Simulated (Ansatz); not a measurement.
**PtSe2 monolayer (1T): phonons and vibrational spectra**

Wanted: phonon frequencies of PtSe2 monolayer (1T) and what follows from them.

Program: Ansatz 0.2.0. Level of theory: DFT PBEsol, scalar-relativistic, plane waves, PAW; PAW set soft_1. Results are calculated unless marked as measured.

Report form: the programs' logs are mostly left out.

## (1) Set-up

The cell holds 3 atoms: 1 Pt and 2 Se. Cell: a = 3.650 Å, b = 3.650 Å, c = 20.000 Å, α = 90.0°, β = 90.0°, γ = 120.0°. It derives from PtSe2. Vacuum lies along c.

As a file:

```cif
data_structure
_symmetry_space_group_name_H-M 'P 1'
_symmetry_Int_Tables_number 1
_cell_length_a 3.6500
_cell_length_b 3.6500
_cell_length_c 20.0000
_cell_angle_alpha 90.000
_cell_angle_beta 90.000
_cell_angle_gamma 120.000
_cell_volume 230.75
loop_
_atom_site_label
_atom_site_type_symbol
_atom_site_fract_x
_atom_site_fract_y
_atom_site_fract_z
_atom_site_occupancy
Pt1 Pt 0.00000 0.00000 0.50000 1
Se2 Se 0.33333 0.66667 0.57659 1
Se3 Se 0.66667 0.33333 0.42341 1
```

## (2) Coarse relaxation

The start is far from rest, so a relaxation with loose tolerances brings it close first.

The program solves this slab on a cell height of its own, 29.9 Å, in place of the one typed.

input.yaml

```yaml
crystal:
  lattice:
    - [3.65, 0.0, 0.0]
    - [-1.825, 3.16099, 0.0]
    - [0.0, 0.0, 20.0]
  atoms:
    - { symbol: Pt, position: [0.0, 0.0, 0.5] }
    - { symbol: Se, position: [0.333333, 0.666667, 0.57659] }
    - { symbol: Se, position: [0.666667, 0.333333, 0.42341] }
  periodic: [true, true, false]
kpoints:
  mp_grid: { grid: [6, 6, 1] }
hamiltonian:
  xc: pbesol
  pseudopotentials: { kind: paw, azcp: { folder: soft_1 }, xc_functional: pbe }
scf:
  occupations: { method: gaussian, width: 0.1 }
output:
  forces: true
  stress: true
  eigenvalues: true
relax:
  adjacent_minimum: "off"
  f_tol: 0.05
  max_steps: 80
  cell: { stress_2d_tol: 0.02 }
```

Command:

```sh
ansatz run input.yaml --threads 4 --pin off --max-ram 16384MiB --backend cpu --events-out ev --progress --plain --runs-dir out
```

Wall time 13 s (4 threads of Arm Neoverse V1, shared host); peak memory 0.68 GiB; 48 s of CPU time.

The steps of the relaxation:

| step | energy less that of the first step (eV) | largest force component (eV/Å) | volume (Å³) |
| --- | --- | --- | --- |
| 1 | 0.0000 | 2.0960 | 345.29 |
| 2 | -0.4619 | 0.0408 | 342.81 |
| 3 | -0.4832 | 0.0191 | 352.63 |
| 4 | -0.4841 | 0.0041 | 355.27 |
| 5* | -0.4846 | 0.0038 | 355.27 |
| 6 | -0.4846 | 0.0001 | 355.35 |
| 7* | -0.4846 | 0.0001 | 355.35 |

Relaxation steps marked * repeat the geometry before them on a plane-wave basis chosen anew for their cell, so energy and pressure can jump there.

Forces are held to the 12 operations that the run works with; a distortion that breaks them can't arise in this run.

| cell as run | before | after | change |
| --- | --- | --- | --- |
| a (Å) | 3.650 | 3.703 | +1.4 % |
| b (Å) | 3.650 | 3.703 | +1.4 % |

The atoms that moved most (Å, along periodic axes as changes of fractional coordinates times the final cell, across vacuum about the mean position):

| atom | dx | dy | dz | length |
| --- | --- | --- | --- | --- |
| Se2 | 0.000 | 0.000 | -0.239 | 0.239 |
| Se3 | 0.000 | 0.000 | 0.239 | 0.239 |

Final coordinates:

```xyz
3
Lattice="3.7028 0.0000 0.0000 -1.8514 3.2067 0.0000 0.0000 0.0000 29.9272" Properties=species:S:1:pos:R:3
Pt    0.0000    0.0000   10.0000
Se    0.0000    2.1378   11.2928
Se    1.8514    1.0689    8.7072
```

A gap read on the k-mesh alone can miss the band edges.

Numbers from this step:

| Quantity | Value |
| --- | --- |
| gap on the k-mesh | 1.690 eV |
| direct gap on mesh | 1.763 eV |
| area per atom | 3.958 Å² |

The relaxation ends with a largest force component of 8.5e-5 eV/Å.

## (3) Relaxation

The cell and atoms are relaxed, since residual forces and stress would shift the frequencies.

input.yaml

```yaml
crystal:
  lattice:
    - [3.7028121544, 0.0, 0.0]
    - [-1.8514060772, 3.2067293912, 0.0]
    - [0.0, 0.0, 29.9272]
  atoms:
    - { symbol: Pt, position: [0.0, 0.0, 0.3341441899] }
    - { symbol: Se, position: [0.3333333333, 0.6666666667, 0.3773420932] }
    - { symbol: Se, position: [0.6666666667, 0.3333333333, 0.2909462866] }
  periodic: [true, true, false]
kpoints:
  mp_grid: { grid: [9, 9, 1] }
hamiltonian:
  xc: pbesol
  pseudopotentials: { kind: paw, azcp: { folder: soft_1 }, xc_functional: pbe }
scf:
  occupations: { method: gaussian, width: 0.02 }
output:
  forces: true
  stress: true
  eigenvalues: true
  write_density: true
  write_potential: true
  elf: true
  volumetric_format: npy
relax:
  adjacent_minimum: "off"
  f_tol: 0.005
  max_steps: 80
  cell: { stress_2d_tol: 0.02 }
```

Elapsed: 12 s, on 4 threads; peak memory 0.74 GiB.

Little changed from the start: no atom moved by 0.005 Å and no cell edge by 0.1 %.

Numbers from this step:

| Property | Result |
| --- | --- |
| gap on the k-mesh | 1.397 eV |
| direct gap on mesh | 1.549 eV |
| area per atom | 3.953 Å² |

ELF in the ac plane at fractional y = 0.333, with atoms of Se within 0.2 Å of it. It is the smooth field of the valence electrons, not physical close to the nuclei.

Ten even steps from '0' (0.00) to '9' (0.80), each cell a mean:
```
00000000000000
00000000000000
00000000000000
00000000000000
00000000000000
00000000000000
00000000000000
00000000000000
00000000000000
00000000000000
00000000000000
00000000000000
00000000000000
23332100000001
68887521000014
45554321111123
43334677645787
51013799988998
10000245677653
00000000000000
00000000000000
00000000000000
00000000000000
00000000000000
```
Columns run along a (3.7 Å), rows up along c (29.9 Å). Atoms in or near the plane, at fractional coordinates: Se at (0.67, 0.29).

Electrostatic potential energy in the ac plane at fractional y = 0.333, with atoms of Se within 0.2 Å of it. With pseudopotentials it is smooth inside the atoms' cores, unlike the true potential.

Ten even steps from '_' (-10 eV) to '@' (0 eV), each cell a mean:
```
@@@@@@@@@@@@@@@@@@@@@@@@@@@@
@@@@@@@@@@@@@@@@@@@@@@@@@@@@
@@@@@@@@@@@@@@@@@@@@@@@@@@@@
@@@@@@@@@@@@@@@@@@@@@@@@@@@@
@@@@@@@@@@@@@@@@@@@@@@@@@@@@
@@@@@@@@@@@@@@@@@@@@@@@@@@@@
@@@@@@@@@@@@@@@@@@@@@@@@@@@@
@@@@@@@@@@@@@@@@@@@@@@@@@@@@
@@@@@@@@@@@@@@@@@@@@@@@@@@@@
@@@@@@@@@@@@@@@@@@@@@@@@@@@@
@@@@@@@@@@@@@@@@@@@@@@@@@@@@
@@@@@@@@@@@@@@@@@@@@@@@@@@@@
@@@@@@@@@@@@@@@@@@@@@@@@@@@@
@@@@@@@@@@@@@@@@@@@@@@@@@@@@
++==----++**##%%%%@@%%%%%%##
--______::==**############++
==========--..__::----____..
##%%%%%%##++::..::----..::==
@@@@@@@@@@@@@@@@@@@@@@@@@@@@
@@@@@@@@@@@@@@@@@@@@@@@@@@@@
@@@@@@@@@@@@@@@@@@@@@@@@@@@@
@@@@@@@@@@@@@@@@@@@@@@@@@@@@
@@@@@@@@@@@@@@@@@@@@@@@@@@@@
@@@@@@@@@@@@@@@@@@@@@@@@@@@@
```
Columns run along a (3.7 Å; values clipped at the 3rd and 97th percentile), rows up along c (29.9 Å). Atoms in or near the plane, at fractional coordinates: Se at (0.67, 0.29).

Valence density in the ac plane at fractional y = 0.333, with atoms of Se within 0.2 Å of it. It is the smooth field of the valence electrons, not physical close to the nuclei.

Ten steps, logarithmic in the rise over the least value, from '0' (0 e/Å³) to '9' (14 e/Å³), each cell a mean:
```
00000000000000
00000000000000
00000000000000
00000000000000
00000000000000
00000000000000
00000000000000
00000000000000
00000000000000
00000000000000
00000000000000
00000000000000
00000000000000
00000000000000
12222110000001
23333211111112
22222235899633
10001124788532
00000000000000
00000000000000
00000000000000
00000000000000
00000000000000
00000000000000
```
Columns run along a (3.7 Å), rows up along c (29.9 Å). Atoms in or near the plane, at fractional coordinates: Se at (0.67, 0.29).

## (4) Relaxing to small forces for the phonons

Phonons need a cell at rest on their own settings, so the relaxation is repeated with tight tolerances on forces and stress on the k mesh and occupations of the first response run.

input.yaml, the sections that differ from step 3:

```yaml
crystal:
  lattice:
    - [3.700618999, 0.0, 0.0]
    - [-1.8503094995, 3.2048300628, 0.0]
    - [0.0, 0.0, 29.9272]
  atoms:
    - { symbol: Pt, position: [0.0, 0.0, 0.3341441899] }
    - { symbol: Se, position: [0.3333333333, 0.6666666667, 0.377428185] }
    - { symbol: Se, position: [0.6666666667, 0.3333333333, 0.2908601948] }
  periodic: [true, true, false]
kpoints:
  mp_grid: { grid: [12, 12, 1] }
scf:
  occupations: { method: fixed }
relax:
  adjacent_minimum: "off"
  f_tol: 0.001
  max_steps: 60
  cell: { stress_2d_tol: 0.002 }
# hamiltonian, output: as in step 3
```

Wall time 19 s (4 threads); peak memory 0.76 GiB.

Little changed from the start: no atom moved by 0.005 Å and no cell edge by 0.1 %.

Numbers from this step:

| Item | Value |
| --- | --- |
| gap on the k-mesh | 1.417 eV |
| direct gap on mesh | 1.636 eV |

Valence density in the ac plane at fractional y = 0.000, with atoms of Pt within 0.2 Å of it. It is the smooth field of the valence electrons, not physical close to the nuclei.

Ten steps, logarithmic in the rise over the least value, from '0' (0.00 × 1e0 e/Å³) to '9' (6.54 × 1e0 e/Å³), each cell a mean:
```
00000000000000
00000000000000
00000000000000
00000000000000
00000000000000
00000000000000
00000000000000
00000000000000
00000000000000
00000000000000
00000000000000
00000000000000
00000000000000
00000000000000
22222333322222
99864333334689
98754333334678
11112223222111
00000000000000
00000000000000
00000000000000
00000000000000
00000000000000
00000000000000
```
Columns run along a (3.7 Å), rows up along c (29.9 Å). Atoms in or near the plane, at fractional coordinates: Pt at (0.00, 0.33).

ELF in the ac plane at fractional y = 0.000, with atoms of Pt within 0.2 Å of it. It is the smooth field of the valence electrons, not physical close to the nuclei.

Ten even steps from '0' (0.00) to '9' (0.66), each cell a mean:
```
00000000000000
00000000000000
00000000000000
00000000000000
00000000000000
00000000000000
00000000000000
00000000000000
00000000000000
00000000000000
00000000000000
00000000000000
00000000000000
00001344421000
22236899985322
87655555555568
76555666665567
11135899975211
00001233210000
00000000000000
00000000000000
00000000000000
00000000000000
00000000000000
```
Columns run along a (3.7 Å), rows up along c (29.9 Å). Atoms in or near the plane, at fractional coordinates: Pt at (0.00, 0.33).

Electrostatic potential energy in the ac plane at fractional y = 0.000, with atoms of Pt within 0.2 Å of it. With pseudopotentials it is smooth inside the atoms' cores, unlike the true potential.

Ten even steps from '0' (-16 eV) to '9' (0 eV), each cell a mean:
```
99999999999999
99999999999999
99999999999999
99999999999999
99999999999999
99999999999999
99999999999999
99999999999999
99999999999999
99999999999999
99999999999999
99999999999999
99999999999999
99999999999999
88887655678888
00014666663100
11235655664211
99988766778999
99999999999999
99999999999999
99999999999999
99999999999999
99999999999999
99999999999999
```
Columns run along a (3.7 Å; values clipped at the 3rd and 97th percentile), rows up along c (29.9 Å). Atoms in or near the plane, at fractional coordinates: Pt at (0.00, 0.33).

The largest force component left is 0.078 meV/Å, within the tolerances set.

## (5) Zone-centre response

The zone centre comes first: it holds the modes that light can see, as far as symmetry allows. The response to a homogeneous field gives the Born charges and the dielectric tensor, and its change with displacement the Raman tensors.

input.yaml, the sections that differ from step 4:

```yaml
crystal:
  lattice:
    - [3.7002575371, 0.0, 0.0]
    - [-1.8501287686, 3.2045170277, 0.0]
    - [0.0, 0.0, 29.9272]
  atoms:
    - { symbol: Pt, position: [0.0, 0.0, 0.3341441899] }
    - { symbol: Se, position: [0.3333333333, 0.6666666667, 0.3774293408] }
    - { symbol: Se, position: [0.6666666667, 0.3333333333, 0.290859039] }
  periodic: [true, true, false]
output:
  eigenvalues: true
phonons:
  method: dfpt
  dielectric: true
  raman: true
# kpoints, hamiltonian, scf: as in step 4
# relax: removed
```

The job ended after 22 min (4 threads; peak memory 3.9 GiB; 87 min of CPU time).

Numbers from this step:

* sum-rule residual before enforcement: 1.80e-4 eV/Å²
* miss of the charge sum rule: 0.002686 e
* estimated error of the dielectric tensor: 0.01470
* estimated error of the Born charges: 0.02056 e
* point group: -3m
* highest optical mode at the zone centre (no LO-TO term): 230.4 cm⁻¹
* lowest optical zone-centre mode: 178.4 cm⁻¹
* largest Born charge (third of the trace): 1.419 e

Without the LO-TO term. Patterns of degenerate modes are one choice out of their space. The modes at Γ (shares of kinetic energy by element, %):

| mode | frequency (cm⁻¹) | symmetry | Pt % | Se % |
| --- | --- | --- | --- | --- |
| 1 | 0.0 | acoustic | 55 | 45 |
| 2 | 0.0 | acoustic | 55 | 45 |
| 3 | 0.0 | acoustic | 55 | 45 |
| 4 | 178.4 | Eg | 0 | 100 |
| 5 | 178.4 | Eg | 0 | 100 |
| 6 | 204.7 | A1g | 0 | 100 |
| 7 | 225.1 | Eu | 45 | 55 |
| 8 | 225.1 | Eu | 45 | 55 |
| 9 | 230.4 | A2u | 45 | 55 |

Displacements in mode 4 (178.4 cm⁻¹), the largest set to 1:
```
Pt1  0.00  0.00  0.00
Se2 -0.75  1.00  0.00
Se3  0.75 -1.00  0.00
```

Displacements in mode 6 (204.7 cm⁻¹), the largest set to 1:
```
Pt1  0.00  0.00  0.00
Se2  0.00  0.00  1.00
Se3  0.00  0.00 -1.00
```

High-frequency dielectric tensor, averaged over the cell of height 29.9 Å or as lengthened by the program, vacuum included. Tensor:

|  | x | y | z |
| --- | --- | --- | --- |
| x | 4.275 | 0 | 0 |
| y | 0 | 4.275 | 0 |
| z | 0 | 0 | 1.163 |

Born charge (rows field, columns displacement) (e), principal values of the symmetric part by kind of site:

| atom | atoms with these values | low | middle | high | mean |
| --- | --- | --- | --- | --- | --- |
| Pt1 | 1 | -0.02 | 2.14 | 2.14 | 1.42 |
| Se2 | 2 | -1.07 | -1.07 | 0.01 | -0.71 |

In full for Pt1:

```
 2.14  0.00  0.00
 0.00  2.14  0.00
 0.00  0.00 -0.02
```

Transverse modes. Lines of the infrared spectrum (strongest = 100):

| position (cm⁻¹) | label | relative intensity |
| --- | --- | --- |
| 178 | Eg | 0.0 |
| 205 | A1g | 0.0 |
| 225 | Eu | 100 |
| 230 | A2u | 0.0 |

Activity x (w_L - w)^4 (n + 1)/w, 532 nm, 300 K; the tensors are static ones, while 532 nm light lies above the computed direct gap, where resonance would change the heights. Lines of the Raman spectrum (strongest = 100):

| position (cm⁻¹) | label | relative intensity |
| --- | --- | --- |
| 178 | Eg | 100 |
| 205 | A1g | 0.4 |
| 225 | Eu | 0.0 |
| 230 | A2u | 0.0 |

Before it was imposed, the acoustic sum rule was missed by 1.8e-4 eV/Å² and the charge sum rule by 0.0027 e. Small misses are needed for a sound result but don't prove that mesh and cutoff are converged. The lowest optical mode is real, 178 cm⁻¹.

## (6) Phonons on a q mesh

Stability and thermal properties need the whole zone. Linear response on a 6×6×1 q mesh gives force constants as far as a supercell of that size would, and the tensors from the zone-centre run are typed in so that the long-range dipole term is interpolated apart.

input.yaml, the sections that differ from step 5:

```yaml
phonons:
  method: dfpt
  qmesh: [6, 6, 1]
  temperatures: { t_max: 1000, t_step: 50 }
  qpath:
    path:
      - [0.0, 0.0, 0.0]
      - [0.5, 0.0, 0.0]
      - [0.33333333, 0.33333333, 0.0]
      - [0.0, 0.0, 0.0]
    npoints: 10
  isolated: true
  non_analytic_term:
    high_frequency_dielectric_tensor: [[4.2749, 0.0, 0.0], [0.0, 4.2749, 0.0], [0.0, 0.0, 1.1627]]
    born_effective_charges:
      - { species: Pt, tensor: [[2.1385, 0.0, 0.0], [0.0, 2.1385, 0.0], [0.0, 0.0, -0.0206]] }
      - { species: Se, tensor: [[-1.0693, 0.0, 0.0], [0.0, -1.0693, 0.0], [0.0, 0.0, 0.0103]] }
      - { species: Se, tensor: [[-1.0693, 0.0, 0.0], [0.0, -1.0693, 0.0], [0.0, 0.0, 0.0103]] }
    source: "zone-centre run at this cell"
# crystal, kpoints, hamiltonian, scf, output: as in step 5
```

Run time: 25 min. Hardware: 4 threads; peak memory 3.3 GiB.

Numbers from this step:

```yaml
sum_rule_residual_before_enforcement: 3.64e-5 eV/Å²
lowest_frequency_on_the_path: -0.8259 cm⁻¹
highest_frequency_on_the_path_or_at_a_solved_wavevector: 230.4 cm⁻¹
mean_frequency: 165.2 cm⁻¹
lowest_mode_on_the_q_mesh_acoustic_modes_at_gamma_apart: 18.39 cm⁻¹
zero_point_energy_per_atom: 30.69 meV
heat_capacity_at_300_k: 23.48 J/(mol atoms K)
vibrational_entropy_at_300_k: 34.51 J/(mol atoms K)
```

Frequencies (cm⁻¹) solved at each irreducible wavevector; negative means imaginary. Frequencies by wavevector, by row:

| q in reciprocal lattice units | star | mode 1 | mode 2 | mode 3 | mode 4 | mode 5 | mode 6 | mode 7 | mode 8 | mode 9 |
| --- | --- | --- | --- | --- | --- | --- | --- | --- | --- | --- |
| 0 0 0 | 1 | 0 | 0 | 0 | 178.4 | 178.4 | 204.7 | 225.1 | 225.1 | 230.4 |
| 0 0.1667 0 | 6 | 18.4 | 40.9 | 66 | 181.9 | 189.9 | 205.6 | 219.9 | 220.7 | 227.8 |
| 0 0.3333 0 | 6 | 55.5 | 80 | 124 | 178.9 | 190.5 | 208.2 | 217.1 | 218 | 221.6 |
| 0 -0.5 0 | 3 | 77.8 | 99.3 | 161.5 | 168.8 | 169.8 | 207 | 210.1 | 220.1 | 226.9 |
| 0.1667 0.1667 0 | 6 | 41.9 | 76.1 | 106.8 | 188.4 | 191.4 | 205.6 | 213 | 219.7 | 221.9 |
| 0.1667 0.3333 0 | 12 | 70.1 | 110 | 145.2 | 176.6 | 181.2 | 205.4 | 212.2 | 217.2 | 221.7 |
| 0.3333 0.3333 0 | 2 | 76.8 | 139.9 | 139.9 | 178.2 | 178.2 | 210.6 | 210.6 | 212.8 | 214.7 |

[end of part 1 of 2]

[Logs are printed without paths, hosts, clocks, repeated set-up lines and the standing remarks that a program may print on its own settings, such as how far it seeks lower states.]

[Hosts, paths, dates, database ids (printed as entryN), source tags and the programs' standing remarks are cut or masked in the printed files.]
